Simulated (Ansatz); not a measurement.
# B on Pd(111): change of the work function, part 3 of 4

Wanted: Δφ(θ) for B/Pd(111), starting from the fcc site.

Ansatz 0.2.0; plane-wave DFT, PBE, Ansatz PAW.

So far, work function, upper face (eV): step 2 (the clean slab) 5.27; step 3 (37 atoms, coverage 0.111 ML, cell 3x3) 5.33.

### Step 4. Adsorbate added, k-mesh 6×6×1, coverage 0.25 ML

System of this step: BPd16 (B/Pd(111)). The cell holds 17 atoms: 16 Pd and 1 B. Its edges and angles: a = 5.501 Å, b = 5.501 Å, c = 26.503 Å, α = 90.0°, β = 90.0°, γ = 60.0°. Vacuum lies along c.

Another coverage, to see how the dipoles act on each other as their distance changes.

The input, input.yaml:

```yaml
crystal:
  lattice:
    - [5.5012907577, 0.0, 0.0]
    - [2.7506453788, 4.7642575497, 0.0]
    - [0.0, 0.0, 26.5030578814]
  atoms:
    - { symbol: Pd, position: [0.0, 0.0, 0.3395834564] }
    - { symbol: Pd, position: [0.1666666667, 0.1666666667, 0.4243243402] }
    - { symbol: Pd, position: [0.3333333333, 0.3333333333, 0.5108800972] }
    - { symbol: Pd, position: [0.0, 0.0, 0.5978034842] }
    - { symbol: Pd, position: [0.0, 0.5, 0.3395834564] }
    - { symbol: Pd, position: [0.1666666667, 0.6666666667, 0.4243243402] }
    - { symbol: Pd, position: [0.3333333333, 0.8333333333, 0.5108800972] }
    - { symbol: Pd, position: [0.0, 0.5, 0.5978034842] }
    - { symbol: Pd, position: [0.5, 0.0, 0.3395834564] }
    - { symbol: Pd, position: [0.6666666667, 0.1666666667, 0.4243243402] }
    - { symbol: Pd, position: [0.8333333333, 0.3333333333, 0.5108800972] }
    - { symbol: Pd, position: [0.5, 0.0, 0.5978034842] }
    - { symbol: Pd, position: [0.5, 0.5, 0.3395834564] }
    - { symbol: Pd, position: [0.6666666667, 0.6666666667, 0.4243243402] }
    - { symbol: Pd, position: [0.8333333333, 0.8333333333, 0.5108800972] }
    - { symbol: Pd, position: [0.5, 0.5, 0.5978034842] }
    - { symbol: B, position: [0.1666666667, 0.1666666667, 0.6604165436] }
kpoints:
  mp_grid: { grid: [6, 6, 1] }
hamiltonian:
  xc: pbe
scf:
  occupations: { method: fermi_dirac, width: 0.1 }
  convergence: { dr2_threshold: 1.0e-08 }
efield:
  axis: 3
  dipole_correction: true
  ramp_position: 0.97
  ramp_width: 0.06
relax:
  f_tol: 0.02
  max_steps: 60
  constraints: [{ sites: [0, 1, 4, 5, 8, 9, 12, 13] }]
output:
  dos: { projected: true, e_range: [-8, 4] }
  write_potential: true
  write_density: true
  volumetric_format: npy
  elf: true
```

Command:

```bash
$ ansatz run input.yaml --threads 4 --pin off --max-ram 16384MiB --backend cpu --events-out ev --progress --plain --runs-dir out
```

Output:

```text
[...]
Crystal: 17 atoms, lattice volume = 694.634 Å³
Basis set: ecut = 420 eV, 13595 PW (Γ), exchange–correlation on 80×80×360 points (8 copies of the dense FFT grid, shifted against one another)
Bands: 175, of which v1, the nominal top of the filled ones, is band 146 counted from 1 (145 counted from 0)
Symmetry: 6 space group operations
[...]
k-points: 7 of 36 (time reversal used)
[...]
SCF iter   1: F=—  HF=-111716.412053 eV  |F-HF|=—  |Δ(HF+E_count)|=         —  Δρ=1.06e-2  dr2=5.78e0  ethr=1.77e-3  p=-0.086 e·Å  D=-2.23e-2 V/Å  ΔV_dip=0.59 eV  dr2_dipole=5.87e-1  V_vac-E_F(+/−)=5.56/4.97 eV  ⟨swp⟩=7.1  Hψ=5164  notcnv=0  defer=59
[...]
SCF iter  14: F=-111716.271271 eV  HF=-111716.271271 eV  |F-HF|=1.66e-8  |Δ(HF+E_count)|=   3.49e-8  Δρ=5.69e-7  dr2=4.06e-9  ethr=3.44e-12  p=-0.039 e·Å  D=-1.01e-2 V/Å  ΔV_dip=0.27 eV  dr2_dipole=4.24e-11  V_vac-E_F(+/−)=5.51/5.24 eV  ⟨swp⟩=9.0  Hψ=7418  notcnv=0
SCF 1 converged in 14 iterations: F = -111716.271271 eV  dr2 = 4.06e-9
[...]
relax step   1: F+E_penalty+E_count = -111716.27127084 eV  Δ(F+E_penalty+E_count) = +0.000e0 eV  max|allowed force component| = 3.471e0 eV/Å  Δτ_max = 0.0000 Å  (14 SCF iters, accepted)
[...]
SCF iter  12: F=-111717.109579 eV  HF=-111717.109579 eV  |F-HF|=1.37e-8  |Δ(HF+E_count)|=   1.47e-8  Δρ=4.18e-7  dr2=3.77e-9  ethr=3.44e-12  p=-0.033 e·Å  D=-8.56e-3 V/Å  ΔV_dip=0.23 eV  dr2_dipole=2.16e-11  V_vac-E_F(+/−)=5.47/5.24 eV  ⟨swp⟩=14.0  Hψ=7971  notcnv=0
SCF 2 converged in 12 iterations: F = -111717.109579 eV  dr2 = 3.77e-9
relax step   2: F+E_penalty+E_count = -111717.10957898 eV  Δ(F+E_penalty+E_count) = -8.383e-1 eV  max|allowed force component| = 2.540e0 eV/Å  Δτ_max = 0.1949 Å  (12 SCF iters, accepted)
SCF iter   1: F=—  HF=-111717.545655 eV  |F-HF|=—  |Δ(HF+E_count)|=         —  Δρ=5.24e-3  dr2=2.44e-1  ethr=1.02e-3  p=-0.033 e·Å  D=-8.56e-3 V/Å  ΔV_dip=0.23 eV  dr2_dipole=1.12e-2  V_vac-E_F(+/−)=5.48/5.25 eV  ⟨swp⟩=5.6  Hψ=3484  notcnv=0  defer=92
[...]
SCF iter  12: F=-111717.490578 eV  HF=-111717.490578 eV  |F-HF|=6.74e-9  |Δ(HF+E_count)|=   3.74e-8  Δρ=5.95e-7  dr2=5.32e-9  ethr=3.44e-12  p=-0.026 e·Å  D=-6.83e-3 V/Å  ΔV_dip=0.18 eV  dr2_dipole=2.64e-10  V_vac-E_F(+/−)=5.42/5.24 eV  ⟨swp⟩=14.1  Hψ=8048  notcnv=0
SCF 3 converged in 12 iterations: F = -111717.490578 eV  dr2 = 5.32e-9
relax step   3: F+E_penalty+E_count = -111717.49057802 eV  Δ(F+E_penalty+E_count) = -3.810e-1 eV  max|allowed force component| = 5.453e-1 eV/Å  Δτ_max = 0.1949 Å  (12 SCF iters, accepted)
[...]
relax step   4: F+E_penalty+E_count = -111717.54094520 eV  Δ(F+E_penalty+E_count) = -5.037e-2 eV  max|allowed force component| = 1.869e-1 eV/Å  Δτ_max = 0.1167 Å  (12 SCF iters, accepted)
SCF iter   1: F=—  HF=-111717.544218 eV  |F-HF|=—  |Δ(HF+E_count)|=         —  Δρ=9.02e-4  dr2=6.20e-3  ethr=9.91e-6  p=-0.023 e·Å  D=-6.03e-3 V/Å  ΔV_dip=0.16 eV  dr2_dipole=9.69e-4  V_vac-E_F(+/−)=5.40/5.24 eV  ⟨swp⟩=3.0  Hψ=2341  notcnv=0  defer=94
[...]
SCF iter  10: F=-111717.543805 eV  HF=-111717.543805 eV  |F-HF|=4.73e-9  |Δ(HF+E_count)|=   2.87e-8  Δρ=2.30e-7  dr2=9.43e-10  ethr=3.44e-12  p=-0.023 e·Å  D=-6.02e-3 V/Å  ΔV_dip=0.16 eV  dr2_dipole=3.62e-14  V_vac-E_F(+/−)=5.40/5.24 eV  ⟨swp⟩=11.9  Hψ=7502  notcnv=0
SCF 5 converged in 10 iterations: F = -111717.543805 eV  dr2 = 9.43e-10
relax step   5: F+E_penalty+E_count = -111717.54380493 eV  Δ(F+E_penalty+E_count) = -2.860e-3 eV  max|allowed force component| = 1.018e-2 eV/Å  Δτ_max = 0.0161 Å  (10 SCF iters, accepted)
[...]
SCF converged after 10 iterations
Free energy (F): -111717.543805 eV
[...]
Internal energy: -111716.626374 eV  (E = F + TS)
E sigma→0 (E₀):  -111717.085090 eV
Entropy (-TS):   -0.917431 eV (-53.967 meV/atom)
Fermi energy:    3.379326 eV
Dipole field:    D = -0.006023 V/Å  (p = -0.023120 e·Å, saw-weighted, corrected)
Work function:   Φ+ = 5.3997 eV   Φ− = 5.2401 eV
[...]
--- Forces (eV/Å), atoms counted from 1 ---
  atom   1  Pd     0.00661950     0.00382177    -0.31088301
  atom   2  Pd     0.00000000     0.00000000     0.39090308
  atom   3  Pd     0.00641949     0.00370629     0.00463145
  atom   4  Pd    -0.00443583    -0.00256103    -0.01017958
  atom   5  Pd     0.00000000    -0.00764354    -0.31088301
  atom   6  Pd    -0.01775237     0.01024934     0.29335613
  atom   7  Pd     0.00000000    -0.00741259     0.00463145
  atom   8  Pd    -0.00000000     0.00512206    -0.01017958
  atom   9  Pd    -0.00661950     0.00382177    -0.31088301
  atom  10  Pd     0.00000000    -0.02049867     0.29335613
  atom  11  Pd    -0.00641949     0.00370629     0.00463145
  atom  12  Pd     0.00443583    -0.00256103    -0.01017958
  atom  13  Pd    -0.00000000    -0.00000000    -0.33827782
  atom  14  Pd     0.01775237     0.01024934     0.29335613
  atom  15  Pd    -0.00000000     0.00000000     0.00072569
  atom  16  Pd     0.00000000     0.00000000     0.00614167
  atom  17  B     -0.00000000    -0.00000000     0.00971758
  max |Σ_I F_I| component: 1.48e-5 eV/Å
--- Band table (eV; the first three rows and the last of 7) ---
  k-point 0: bands = [... 142 lower, 3.5740, 3.5740, 3.5778, 3.7164, 3.7188, 3.7188, 4.2846, 4.5799, ... 25 higher]
  k-point 1: bands = [... 142 lower, 3.3290, 3.4042, 3.4536, 3.5190, 3.5267, 3.5481, 3.8821, 4.6510, ... 25 higher]
  k-point 2: bands = [... 142 lower, 3.0747, 3.2451, 3.2664, 3.3085, 3.3218, 3.5046, 3.5107, 4.0727, ... 25 higher]
  k-point 6: bands = [... 142 lower, 3.1038, 3.1119, 3.1325, 3.1407, 3.1672, 3.2030, 3.2156, 3.2387, ... 25 higher]
--- Relaxed structure (5 steps of the walk, 5 accepted, 0 SCFs on fresh bases) ---
  F+E_penalty+E_count = -111717.54380493 eV   max|allowed force component| = 1.018e-2 eV/Å
  atoms:
    - { symbol: Pd, position: [-1.795949e-17, -1.795949e-17, 0.3395834564] }
    - { symbol: Pd, position: [0.166667, 0.166667, 0.424324] }
    - { symbol: Pd, position: [0.333172, 0.333172, 0.511285] }
    - { symbol: Pd, position: [-0.00442181, -0.00442181, 0.601521] }
    - { symbol: Pd, position: [0.0, 0.500000, 0.3395834564] }
    - { symbol: Pd, position: [0.166667, 0.666667, 0.424324] }
    - { symbol: Pd, position: [0.333172, 0.833657, 0.511285] }
    - { symbol: Pd, position: [-0.00442181, 0.508844, 0.601521] }
    - { symbol: Pd, position: [0.500000, -1.795949e-17, 0.3395834564] }
    - { symbol: Pd, position: [0.666667, 0.166667, 0.424324] }
    - { symbol: Pd, position: [0.833657, 0.333172, 0.511285] }
    - { symbol: Pd, position: [0.508844, -0.00442181, 0.601521] }
    - { symbol: Pd, position: [0.5, 0.500000, 0.3395834564] }
    - { symbol: Pd, position: [0.666667, 0.666667, 0.424324] }
    - { symbol: Pd, position: [0.833333, 0.833333, 0.511976] }
    - { symbol: Pd, position: [0.5, 0.500000, 0.597636] }
    - { symbol: B, position: [0.166667, 0.166667, 0.641477] }
```

Elapsed: 2.5 min, on 4 threads of Arm Neoverse V1, shared host; peak memory 2.9 GiB; 9.8 min of CPU time.

Step by step:

| step | energy less that of the first step (eV) | largest force component (eV/Å) |
| --- | --- | --- |
| 1 | 0.0000 | 3.4708 |
| 2 | -0.8383 | 2.5403 |
| 3 | -1.2193 | 0.5453 |
| 4 | -1.2697 | 0.1869 |
| 5 | -1.2725 | 0.0102 |

The run keeps the 6 symmetry operations that the program found, so distortions that break them were not tested.

The atoms that moved most (Å):

| atom | dx | dy | dz | length |
| --- | --- | --- | --- | --- |
| B17 | 0.000 | 0.000 | -0.502 | 0.502 |
| Pd4 | -0.036 | -0.021 | 0.099 | 0.107 |
| Pd12 | 0.036 | -0.021 | 0.099 | 0.107 |
| Pd8 | 0.000 | 0.042 | 0.099 | 0.107 |
| Pd15 | 0.000 | 0.000 | 0.029 | 0.029 |
| Pd7 | 0.000 | 0.002 | 0.011 | 0.011 |
| Pd3 | -0.001 | -0.001 | 0.011 | 0.011 |
| Pd11 | 0.001 | -0.001 | 0.011 | 0.011 |

The relaxed structure:

```
Pd B
1.0
     5.50129    0.00000    0.00000
     2.75065    4.76426    0.00000
     0.00000    0.00000   26.50306
Pd B
16 1
Direct
  0.00000 0.00000 0.33958
  0.16667 0.16667 0.42432
  0.33317 0.33317 0.51128
  0.99558 0.99558 0.60152
  0.00000 0.50000 0.33958
  0.16667 0.66667 0.42432
  0.33317 0.83366 0.51128
  0.99558 0.50884 0.60152
  0.50000 0.00000 0.33958
  0.66667 0.16667 0.42432
  0.83366 0.33317 0.51128
  0.50884 0.99558 0.60152
  0.50000 0.50000 0.33958
  0.66667 0.66667 0.42432
  0.83333 0.83333 0.51198
  0.50000 0.50000 0.59764
  0.16667 0.16667 0.64148
```

Read from the output:

- energy at zero smearing: -111717.0851 eV
- work function, upper face: 5.400 eV
- work function, lower face: 5.240 eV
- dipole along the normal: -0.02312 e·Å
- step between the vacuum levels: 0.1596 eV

The density of states has structure finer than the step of the table below, so its rows give means over 0.5 eV. Peaks (eV: height): -3.52: 68.3, -3.37: 54.5, -2.35: 56.4, -2.23: 69.9, -1.59: 64.6, -1.17: 59.5, -0.36: 69.3.

The density of states by energy, zero at the Fermi level; means over each step:

| energy (eV) | density of states (states/eV a cell) |
| --- | --- |
| -7.5 | 1.83 |
| -7.0 | 0 |
| -6.5 | 0.344 |
| -6.0 | 1.08 |
| -5.5 | 2.18 |
| -5.0 | 10.4 |
| -4.5 | 31.4 |
| -4.0 | 30.3 |
| -3.5 | 25.3 |
| -3.0 | 30.3 |
| -2.5 | 36.9 |
| -2.0 | 33.4 |
| -1.5 | 29.7 |
| -1.0 | 36.5 |
| -0.5 | 35.0 |
| 0.0 | 28.5 |
| 0.5 | 5.50 |
| 1.0 | 5.19 |
| 1.5 | 4.78 |

Projected DOS per atom over height of the atomic layer and energy from the Fermi level. Layers: Pd4 Pd4 Pd4 Pd4 B from below.

Values in states/eV, 22 rows by 5 columns, each cell a mean:
```
0.04 0.03 0.06 0.16 1.16
0.07 0.07 0.07 0.12 0.80
0.08 0.09 0.13 0.15 0.70
0.29 0.22 0.24 0.18 0.46
2.18 2.40 1.96 0.96 0.45
2.21 1.97 1.93 1.59 0.45
2.55 1.70 2.08 2.18 0.57
1.99 1.39 2.06 1.96 0.40
2.26 1.42 1.39 1.98 0.39
2.78 2.35 2.24 2.09 0.31
1.97 2.21 2.04 2.04 0.40
1.24 1.37 1.75 1.82 0.48
1.53 1.44 1.66 1.75 0.55
1.69 2.62 1.99 1.92 0.74
0.82 2.17 1.76 1.32 0.60
0.10 0.31 0.39 0.78 0.69
0.02 0.03 0.04 0.07 0.11
0.01 0.00 0.01 0.02 0.02
0.00 0.00 0.00 0.01 0.00
0.00 0.00 0.00 0.00 0.00
0.00 0.00 0.00 0.02 0.12
0.00 0.00 0.01 0.33 2.18
```
Columns: height of the atomic layer (Å) from 9 to 17.0 (not evenly spaced); rows upwards: energy from the Fermi level (eV) from -7.96 to 1.95.

Electrostatic potential energy in the ca plane at fractional y = 0.167, with atoms of Pd and B within 0.2 Å of it. With pseudopotentials it is smooth inside the atoms' cores, unlike the true potential.

Ten even steps from '0' (-42 eV) to '9' (9 eV), each cell a mean:
```
74478998889985458987556899999999999999999999
75578998889985458987546899999999999999999999
87789875468987678998778999999999999999999999
98899830016898889999889999999999999999999999
99999710004899999999999999999999999999999999
99999720005899999999999999999999999999999999
88889852147998889998878999999999999999999999
75578987789986568997657899999999999999999999
64468998899985457987546899999999999999999999
76678987789986568998667889999999999999999999
88889852137998789999887557999999999999999999
99999720005899999999984003899999999999999999
99999710004899999999984002799999999999999999
98899830016898889999886225899999999999999999
87789875468987678998777778999999999999999999
```
Columns run along c (16.0 Å, from fractional 0.32 to 0.92 of the cell; values clipped at the 3rd and 97th percentile), rows up along a (5.5 Å). Atoms in or near the plane, at fractional coordinates: Pd at (0.42, 0.17), Pd at (0.42, 0.67), B at (0.64, 0.17).

Valence density in the ca plane at fractional y = 0.167, with atoms of Pd and B within 0.2 Å of it. It is the smooth field of the valence electrons, not physical close to the nuclei.

Values in units of 1e0 e/Å³, 8 rows by 16 columns, each cell a mean:
```
1.4 0.6 0.3 0.3 0.5 1.4 0.3 1.3 0.5 0.1 0.0 0.0 0.0 0.0 0.0 0.0
0.5 0.3 2.2 2.0 0.3 0.6 0.2 0.5 0.2 0.0 0.0 0.0 0.0 0.0 0.0 0.0
0.2 0.3 7.1 6.8 0.3 0.2 0.1 0.2 0.1 0.0 0.0 0.0 0.0 0.0 0.0 0.0
0.5 0.3 2.5 2.4 0.3 0.5 0.2 0.5 0.2 0.0 0.0 0.0 0.0 0.0 0.0 0.0
1.4 0.6 0.3 0.3 0.5 1.4 0.3 1.3 0.5 0.1 0.0 0.0 0.0 0.0 0.0 0.0
0.5 0.3 2.2 2.0 0.3 0.6 0.2 0.5 0.6 0.2 0.0 0.0 0.0 0.0 0.0 0.0
0.2 0.3 7.1 6.8 0.3 0.2 0.1 0.3 0.6 0.3 0.0 0.0 0.0 0.0 0.0 0.0
0.5 0.3 2.5 2.4 0.3 0.5 0.2 0.5 0.6 0.2 0.0 0.0 0.0 0.0 0.0 0.0
```
Columns run along c (16.0 Å, from fractional 0.32 to 0.92 of the cell), rows up along a (5.5 Å). Atoms in or near the plane, at fractional coordinates: Pd at (0.42, 0.17), Pd at (0.42, 0.67), B at (0.64, 0.17).

ELF in the ca plane at fractional y = 0.167, with atoms of Pd and B within 0.2 Å of it. It is the smooth field of the valence electrons, not physical close to the nuclei.

Values, 8 rows by 16 columns, each cell a mean:
```
0.37 0.25 0.19 0.20 0.25 0.37 0.19 0.35 0.31 0.37 0.13 0.01 0.00 0.00 0.00 0.00
0.25 0.20 0.36 0.35 0.21 0.25 0.18 0.24 0.20 0.10 0.02 0.00 0.00 0.00 0.00 0.00
0.21 0.21 0.42 0.42 0.20 0.19 0.16 0.21 0.19 0.07 0.01 0.00 0.00 0.00 0.00 0.00
0.25 0.20 0.37 0.36 0.20 0.23 0.17 0.24 0.20 0.10 0.02 0.00 0.00 0.00 0.00 0.00
0.37 0.25 0.19 0.20 0.25 0.37 0.19 0.35 0.31 0.35 0.12 0.01 0.00 0.00 0.00 0.00
0.25 0.20 0.36 0.35 0.21 0.25 0.17 0.25 0.54 0.71 0.36 0.04 0.00 0.00 0.00 0.00
0.21 0.21 0.43 0.42 0.20 0.19 0.14 0.30 0.25 0.61 0.48 0.06 0.00 0.00 0.00 0.00
0.25 0.20 0.37 0.37 0.20 0.23 0.16 0.26 0.53 0.71 0.38 0.04 0.00 0.00 0.00 0.00
```
Columns run along c (16.0 Å, from fractional 0.32 to 0.92 of the cell), rows up along a (5.5 Å). Atoms in or near the plane, at fractional coordinates: Pd at (0.42, 0.17), Pd at (0.42, 0.67), B at (0.64, 0.17).

The relaxation took 5 steps and lowered the energy by 1.3 eV; the largest force on the free atoms ends at 0.010 eV/Å.

By hand: a sheet of dipoles makes a step −p/(ε₀A) in the electron's potential. With e/ε₀ = 180.95 V·Å, p = -0.02312 e·Å and A = 26.21 Å², that is −180.95 × (-0.02312) / 26.21 = +0.160 eV, and the two vacuum levels of the run differ by +0.160 eV.

The covered face has 5.40 eV, +0.13 eV against the clean one; the bare back face has moved by -0.01 eV, a measure of how thin the slab is.

### Step 5. Adsorbate added, k-mesh 6×6×1, coverage 0.5 ML

System of this step: BPd8 (B/Pd(111)). The cell holds 18 atoms: 16 Pd and 2 B. Its edges and angles: a = 5.501 Å, b = 5.501 Å, c = 26.503 Å, α = 90.0°, β = 90.0°, γ = 60.0°. Vacuum lies along c.

Another coverage, to see how the dipoles act on each other as their distance changes.

Changes to input.yaml since step 4:

```diff
@@ -23,2 +23,3 @@
     - { symbol: B, position: [0.1666666667, 0.1666666667, 0.6604165436] }
+    - { symbol: B, position: [0.6666666667, 0.1666666667, 0.6604165436] }
 kpoints:
```

Output:

```text
[...]
Crystal: 18 atoms, lattice volume = 694.634 Å³
Basis set: ecut = 420 eV, 13595 PW (Γ), exchange–correlation on 80×80×360 points (8 copies of the dense FFT grid, shifted against one another)
Bands: 177, of which v1, the nominal top of the filled ones, is band 147 counted from 1 (146 counted from 0)
Symmetry: 4 space group operations
[...]
- { symbol: Pd, position: [0.5, 0.500000, 0.3395834564] }
    - { symbol: Pd, position: [0.666667, 0.6666666667, 0.424324] }
    - { symbol: Pd, position: [0.834288, 0.831424, 0.512512] }
    - { symbol: Pd, position: [0.507152, 0.485695, 0.599944] }
    - { symbol: B, position: [0.162704, 0.174592, 0.645500] }
    - { symbol: B, position: [0.662704, 0.174592, 0.645500] }
[key lines of the parts left out:]
SCF converged after 9 iterations
Free energy (F): -111872.488366 eV
Fermi energy:    3.700994 eV
Dipole field:    D = 0.006903 V/Å  (p = 0.026499 e·Å, saw-weighted, corrected)
Work function:   Φ+ = 5.0445 eV   Φ− = 5.2275 eV
```

Wall time 5.6 min (4 threads); peak memory 3.3 GiB; 22 min of CPU time.

The steps of the relaxation:

| step | energy less that of the first step (eV) | largest force component (eV/Å) |
| --- | --- | --- |
| 1 | 0.0000 | 2.8497 |
| 2 | -1.5224 | 1.8599 |
| 3 | -1.8790 | 1.1992 |
| 4 | -1.9705 | 0.2671 |
| 5 | -1.9766 | 0.0323 |
| 6 | -1.9769 | 0.0018 |

The run keeps the 4 symmetry operations that the program found, so distortions that break them were not tested.

The atoms that moved most (Å):

| atom | dx | dy | dz | length |
| --- | --- | --- | --- | --- |
| B18 | 0.000 | 0.038 | -0.395 | 0.397 |
| B17 | 0.000 | 0.038 | -0.395 | 0.397 |
| Pd4 | 0.000 | -0.125 | 0.172 | 0.213 |
| Pd12 | 0.000 | -0.125 | 0.172 | 0.213 |
| Pd16 | 0.000 | -0.068 | 0.057 | 0.089 |
| Pd8 | 0.000 | -0.068 | 0.057 | 0.089 |
| Pd15 | 0.000 | -0.009 | 0.043 | 0.044 |
| Pd7 | 0.000 | -0.009 | 0.043 | 0.044 |

The relaxed structure:

```xyz
18
Lattice="5.5013 0.0000 0.0000 2.7506 4.7643 0.0000 0.0000 0.0000 26.5031" Properties=species:S:1:pos:R:3
Pd    0.0000    0.0000    9.0000
Pd    1.3753    0.7940   11.2459
Pd    2.7506    1.5727   13.5342
Pd    0.0000   -0.1255   16.0160
Pd    1.3753    2.3821    9.0000
Pd    2.7506    3.1762   11.2459
Pd    4.1260    3.9611   13.5831
Pd    1.3753    2.3140   15.9003
Pd    2.7506    0.0000    9.0000
Pd    4.1260    0.7940   11.2459
Pd    5.5013    1.5727   13.5342
Pd    2.7506   -0.1255   16.0160
Pd    4.1260    2.3821    9.0000
Pd    5.5013    3.1762   11.2459
Pd    6.8766    3.9611   13.5831
Pd    4.1260    2.3140   15.9003
B     1.3753    0.8318   17.1077
B     4.1260    0.8318   17.1077
```

[end of part 3 of 4]

[Long decimals in the printed logs are rounded to 6 places.]

[Logs are printed without paths, hosts, clocks, repeated set-up lines and the standing remarks that a program may print on its own settings, such as how far it seeks lower states.]

[Hosts, paths, dates, database ids (printed as entryN), source tags and the programs' standing remarks are cut or masked in the printed files.]

[Maps of the electrostatic potential energy from Ansatz leave out the sawtooth potential of an applied field or a dipole correction, so their vacuum need not be flat; planar profiles and work functions include it.]
